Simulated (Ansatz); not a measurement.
# K2Pt (Fm-3m): from the cell to its phonons, part 2 of 3

Wanted: phonon frequencies of K2Pt (Fm-3m) and what follows from them.

Ansatz 0.2.0; DFT PBEsol, scalar-relativistic, plane waves, PAW; PAW set soft_1.

So far: Set-up; Bringing the structure to rest. The relaxed cell has a = 7.473 Å (conventional setting).

**3. Relaxing to small forces for the phonons**

Phonons need a cell at rest on their own settings, so the relaxation is repeated with tight tolerances on forces and stress, using the mesh and the filling of the phonon run that follows.

Input file input.yaml:

```yaml
crystal:
  lattice:
    - [0.0, 3.7363508026, 3.7363508026]
    - [3.7363508026, 0.0, 3.7363508026]
    - [3.7363508026, 3.7363508026, 0.0]
  atoms:
    - { symbol: K, position: [0.75, 0.75, 0.75] }
    - { symbol: K, position: [0.25, 0.25, 0.25] }
    - { symbol: Pt, position: [0.0, 0.0, 0.0] }
kpoints:
  mp_grid: { grid: [8, 8, 8] }
hamiltonian:
  xc: pbesol
  pseudopotentials: { kind: paw, azcp: { folder: soft_1 }, xc_functional: pbe }
scf:
  occupations: { method: fixed }
output:
  forces: true
  stress: true
  eigenvalues: true
relax:
  adjacent_minimum: "off"
  f_tol: 0.001
  max_steps: 60
  cell: { stress_tol: 0.01 }
```

Command:

```sh
$ ansatz run input.yaml --threads 4 --pin off --max-ram 10240MiB --backend cpu --events-out ev --progress --plain --runs-dir out
```

Numbers of over 12 decimals in the logs are rounded to 6 here.

What it wrote:

```text
[...]
Crystal: 3 atoms, lattice volume = 104.321 Å³
Basis set: ecut = 420 eV, 2085 PW (Γ), exchange–correlation on 72×72×72 points (8 copies of the dense FFT grid, shifted against one another)
Bands: 22, of which v1, the nominal top of the filled ones, is band 18 counted from 1 (17 counted from 0)
Symmetry: 48 space group operations
[...]
k-points: 29 of 512
[...]
k-point 28: bands = [... 14 lower, 4.5100, 4.5100, 4.6828, 4.6957, 7.4531, 7.4531, 8.0381, 9.9287]
--- Relaxed structure (3 steps of the walk, 3 accepted, 1 SCFs on fresh bases) ---
[...]
cell:  # Å, volume = 104.4527 Å³
    - [0, 3.737920, 3.737920]
    - [3.737920, 0, 3.737920]
    - [3.737920, 3.737920, 0]
  atoms:
    - { symbol: K, position: [0.75, 0.75, 0.75] }
    - { symbol: K, position: [0.25, 0.25, 0.25] }
    - { symbol: Pt, position: [0, 0, 0] }
[key lines of the parts left out:]
SCF converged after 5 iterations
Free energy (F): -15416.994639 eV
Fermi energy:    4.747675 eV
P = ⅓ Tr σ = 0.0001 GPa (0.001 kbar)
```

It took 4.4 s on 4 threads of Arm Neoverse V1, shared host; peak memory 0.43 GiB; 16 s of CPU time.

Little changed from the start: no atom moved by 0.005 Å and no cell edge by 0.1 %.

Numbers from this step:

- pressure: 6.65e-5 GPa
- gap on the k-mesh: 1.401 eV
- volume per atom: 34.82 Å³
- direct gap on mesh: 1.469 eV

The forces vanish by symmetry and the pressure is 0.000 GPa, within the tolerances set. The cell now holds 34.82 Å³/atom.

**4. Zone-centre response**

The zone centre comes first: it holds the modes that light can see, as far as symmetry allows. The response to a homogeneous field gives the Born charges and the dielectric tensor, and its change with displacement the Raman tensors.

input.yaml, the sections that differ from step 3:

```yaml
crystal:
  lattice:
    - [0.0, 3.7379195423, 3.7379195423]
    - [3.7379195423, 0.0, 3.7379195423]
    - [3.7379195423, 3.7379195423, 0.0]
  atoms:
    - { symbol: K, position: [0.75, 0.75, 0.75] }
    - { symbol: K, position: [0.25, 0.25, 0.25] }
    - { symbol: Pt, position: [0.0, 0.0, 0.0] }
output:
  eigenvalues: true
phonons:
  method: dfpt
  dielectric: true
  rigid_motions: translations
  raman: true
# kpoints, hamiltonian, scf: as in step 3
# relax: removed
```

What it wrote:

```text
[...]
Crystal: 3 atoms, lattice volume = 104.453 Å³
Basis set: ecut = 420 eV, 2085 PW (Γ), exchange–correlation on 72×72×72 points (8 copies of the dense FFT grid, shifted against one another)
Bands: 22, of which v1, the nominal top of the filled ones, is band 18 counted from 1 (17 counted from 0)
Symmetry: 48 space group operations
k-points: 95 of 512 (irreducible under 4 space group operations, time reversal used)
[...]
SCF iter   1: F=—  HF=-15421.278667 eV  |F-HF|=—  |Δ(HF+E_count)|=         —  Δρ=1.37e-1  dr2=3.94e1  ethr=3.10e-3  ⟨swp⟩=4.7  Hψ=8332  notcnv=0  defer=153
[...]
SCF iter  11: F=-15416.994639 eV  HF=-15416.994639 eV  |F-HF|=1.82e-12  |Δ(HF+E_count)|=  2.18e-11  Δρ=7.19e-8  dr2=8.06e-12  ethr=1.00e-12  ⟨swp⟩=8.9  Hψ=12479  notcnv=0
SCF 1 converged in 11 iterations: F = -15416.994639 eV  dr2 = 8.06e-12
[...]
DFPT response loops at Γ: preconditioner auto → none (the input reference at scf.mixing.eps_inf says where Resta's filter doesn't serve); β = 0.50; Broyden in place of MSR1
── the response to a field inside a basis, on 8×8×8 k-points: an SCF that follows is theirs, and a resumed run solves both again ──
Bands: 19, of which v1, the nominal top of the filled ones, is band 18 counted from 1 (17 counted from 0)
k-points: 60
[...]
Eigensolver: Dense (60 Hₖ)
SCF iter   1: F=—  HF=-15416.989948 eV  |F-HF|=—  |Δ(HF+E_count)|=         —  Δρ=1.06e-4  dr2=2.14e-6  ethr=1.00e-1
[...]
SCF iter   5: F=-15416.989950 eV  HF=-15416.989950 eV  |F-HF|=3.64e-11  |Δ(HF+E_count)|=   2.86e-9  Δρ=2.72e-7  dr2=4.29e-11  ethr=7.67e-12
SCF 1 converged in 5 iterations: F = -15416.989950 eV  dr2 = 4.29e-11
[...]
SCF converged after 11 iterations
Free energy (F): -15416.994639 eV
[...]
Internal energy: -15416.994639 eV  (E = F + TS)
E sigma→0 (E₀):  -15416.994639 eV
Fermi energy:    4.747672 eV
[...]
--- Band table (eV; the first three rows and the last of 95) ---
  k-point 0: bands = [... 14 lower, 4.5373, 4.6980, 4.6980, 4.6980, 8.3006, 8.3006, 8.3006, 10.4306]
  k-point 1: bands = [... 14 lower, 4.5455, 4.6754, 4.6949, 4.6949, 7.8466, 8.3915, 8.3915, 10.7321]
  k-point 2: bands = [... 14 lower, 4.5656, 4.6275, 4.6878, 4.6878, 7.1063, 8.6251, 8.6251, 10.7464]
  k-point 94: bands = [... 14 lower, 4.5100, 4.5100, 4.6828, 4.6957, 7.4531, 7.4531, 8.0381, 9.9287]
--- Phonons (Γ-DFPT): 2 representative perturbations + reference, on 95 of 512 k-points (Σ response iterations 6) ---
  k mesh reduced under 4 symmetry operations, with k and −k counted as one. Each operation leaves every solved perturbation unchanged. A smaller set is not considered because the run solves the response to a homogeneous field
  ASR residual: 5.935e-5 → 0.000e0 eV/Å²; symmetrization residual: 3.758e-6 eV/Å²
  ASR residual per site (eV/Å²): 3.39e-5 3.39e-5 5.93e-5
  Γ frequencies (cm⁻¹): 0.00 0.00 0.00 92.80 92.80 92.80 118.34 118.34 118.34
  ε∞ (high-frequency dielectric tensor):
        5.000749     0.000000    -0.000000
        0.000000     5.000749    -0.000000
       -0.000000    -0.000000     5.000749
  ε⁰ (static dielectric tensor: ions relaxed, cell fixed):
        8.508736     0.000000     0.000000
        0.000000     8.508736     0.000000
        0.000000     0.000000     8.508736
  ε⁰ − ε∞ (ionic part):
        3.507987     0.000000     0.000000
        0.000000     3.507987     0.000000
        0.000000     0.000000     3.507987
  softest optical mode at Γ: 92.80 cm⁻¹; the repairs (sum rule, projections) moved no ω² at Γ by more than (0.69 cm⁻¹)²
  Born effective charges Z* (e; rows j = field, columns β = displacement):
    site 0:
         0.94600    0.00000    0.00000
        -0.00000    0.94600   -0.00000
         0.00000    0.00000    0.94600
    site 1:
         0.94600    0.00000    0.00000
        -0.00000    0.94600   -0.00000
         0.00000    0.00000    0.94600
    site 2:
        -1.89200   -0.00000   -0.00000
         0.00000   -1.89200    0.00000
        -0.00000   -0.00000   -1.89200
  Z* charge neutrality: 8.342e-4 e pre-enforcement
  solved inside a basis spanned on kpoints, on 8×8×8 k-points transformed towards the longest dipole: ε∞ is read to err by 1.4e-2, Z* by 2.0e-2 e (field_mesh: kpoints solves on kpoints); Z* is corrected for what the basis lacks
  Raman tensors (in the event stream and the table raman_tensors.tsv): an entry may err by 8.1e-3 Å², one of the second-order susceptibility by 7.2e-19 pm/V (basis, points and sum rule); their sum over the sites missed zero by 8.882e-16 Å² ahead of its enforcement
  optical modes at Γ without the LO–TO term, one row a degenerate level:
      ω (cm⁻¹)  modes    IR ((D/Å)²/amu)  static Raman (Å⁴/amu)  depolarisation
         92.80      3             4.4384                 0.0000               —
        118.34      3             0.0000                11.2065           0.750
  optical modes at Γ + LO–TO along q̂ = [1.0000, 0.0000, 0.0000]:
      ω (cm⁻¹)  modes    IR ((D/Å)²/amu)  static Raman (Å⁴/amu)  depolarisation
         92.80      2             2.9589                 0.0000               —
        118.34      3             0.0000                11.2065           0.750
        121.05      1             1.4795                 0.0000               —
  optical modes at Γ + LO–TO along q̂ = [0.0000, 1.0000, 0.0000]:
      ω (cm⁻¹)  modes    IR ((D/Å)²/amu)  static Raman (Å⁴/amu)  depolarisation
         92.80      2             2.9589                 0.0000               —
        118.34      3             0.0000                11.2065           0.750
        121.05      1             1.4795                 0.0000               —
  optical modes at Γ + LO–TO along q̂ = [0.0000, 0.0000, 1.0000]:
      ω (cm⁻¹)  modes    IR ((D/Å)²/amu)  static Raman (Å⁴/amu)  depolarisation
         92.80      2             2.9589                 0.0000               —
        118.34      3             0.0000                11.2065           0.750
        121.05      1             1.4795                 0.0000               —
```

Wall time 3.2 min (4 threads); peak memory 1.3 GiB; 12 min of CPU time.

Reading the cycles: dr2 is the Hartree energy of the density residual (eV), the measure of convergence; HF is the Harris–Foulkes estimate of the energy, which meets the free energy F at convergence.

This step gave:

- sum-rule residual before enforcement: 5.93e-5 eV/Å²
- miss of the charge sum rule: 8.34e-4 e
- estimated error of the dielectric tensor: 0.01388
- estimated error of the Born charges: 0.01988 e
- point group: m-3m
- highest optical mode at the zone centre (no LO-TO term): 118.3 cm⁻¹
- lowest optical zone-centre mode: 92.8 cm⁻¹
- mean high-frequency dielectric constant: 5.001
- largest Born charge (third of the trace): -1.892 e
- mean static dielectric constant: 8.509
- top of the zone-centre spectrum with the field: 121.0 cm⁻¹

Without the LO-TO term. Patterns of degenerate modes are one choice out of their space. The modes at Γ (shares of kinetic energy by element, %):

| mode | frequency (cm⁻¹) | symmetry | K % | Pt % |
| --- | --- | --- | --- | --- |
| 1 | 0.0 | acoustic | 29 | 71 |
| 2 | 0.0 | acoustic | 29 | 71 |
| 3 | 0.0 | acoustic | 29 | 71 |
| 4 | 92.8 | T1u | 71 | 29 |
| 5 | 92.8 | T1u | 71 | 29 |
| 6 | 92.8 | T1u | 71 | 29 |
| 7 | 118.3 | T2g | 100 | 0 |
| 8 | 118.3 | T2g | 100 | 0 |
| 9 | 118.3 | T2g | 100 | 0 |

Displacements in mode 6 (92.8 cm⁻¹), the largest set to 1:
```
K1   0.00  0.13  1.00
K2   0.00  0.13  1.00
Pt3  0.00 -0.05 -0.40
```

Displacements in mode 9 (118.3 cm⁻¹), the largest set to 1:
```
K1   0.00  0.60  1.00
K2   0.00 -0.60 -1.00
Pt3  0.00  0.00  0.00
```

Optical modes at the zone centre, without and with the macroscopic field of the longitudinal modes; each column is sorted by frequency, so a row need not hold one and the same mode. Modes with and without the field, by row:

| rank among optical modes | no field (cm⁻¹) | q along (1, 0, 0) (cm⁻¹) |
| --- | --- | --- |
| 1 | 92.8 | 92.8 |
| 2 | 92.8 | 92.8 |
| 3 | 92.8 | 118.3 |
| 4 | 118.3 | 118.3 |
| 5 | 118.3 | 118.3 |
| 6 | 118.3 | 121 |

Born charge (rows field, columns displacement) (e), principal values of the symmetric part by kind of site:

| atom | atoms with these values | low | middle | high | mean |
| --- | --- | --- | --- | --- | --- |
| K1 | 2 | 0.95 | 0.95 | 0.95 | 0.95 |
| Pt3 | 1 | -1.89 | -1.89 | -1.89 | -1.89 |

In full for K1:

```
0.95 0.00 0.00
0.00 0.95 0.00
0.00 0.00 0.95
```

High-frequency dielectric tensor:

```
5.00 0.00 0.00
0.00 5.00 0.00
0.00 0.00 5.00
```

Static dielectric tensor (ions relaxed, fixed cell):

```
8.51 0.00 0.00
0.00 8.51 0.00
0.00 0.00 8.51
```

Transverse modes. Lines of the infrared spectrum (strongest = 100):

| position (cm⁻¹) | label | relative intensity |
| --- | --- | --- |
| 93 | T1u | 100 |
| 118 | T2g | 0.0 |

Activity x (w_L - w)^4 (n + 1)/w, 532 nm, 300 K; the tensors are static ones, while 532 nm light lies above the computed direct gap, where resonance would change the heights; modes without the macroscopic field alone. Raman lines, with heights relative to the strongest:

| position (cm⁻¹) | label | relative intensity |
| --- | --- | --- |
| 93 | T1u | 0.0 |
| 118 | T2g | 100 |

Before it was imposed, the acoustic sum rule was missed by 5.9e-5 eV/Å² and the charge sum rule by 8.3e-4 e. Small misses are needed for a sound result but don't prove that mesh and cutoff are converged. The lowest optical mode is real, 92.8 cm⁻¹.

(Continued in part 3 of 3.)

[Logs are printed without paths, hosts, clocks, repeated set-up lines and the standing remarks that a program may print on its own settings, such as how far it seeks lower states.]

[Hosts, paths, dates, database ids (printed as entryN), source tags and the programs' standing remarks are cut or masked in the printed files.]
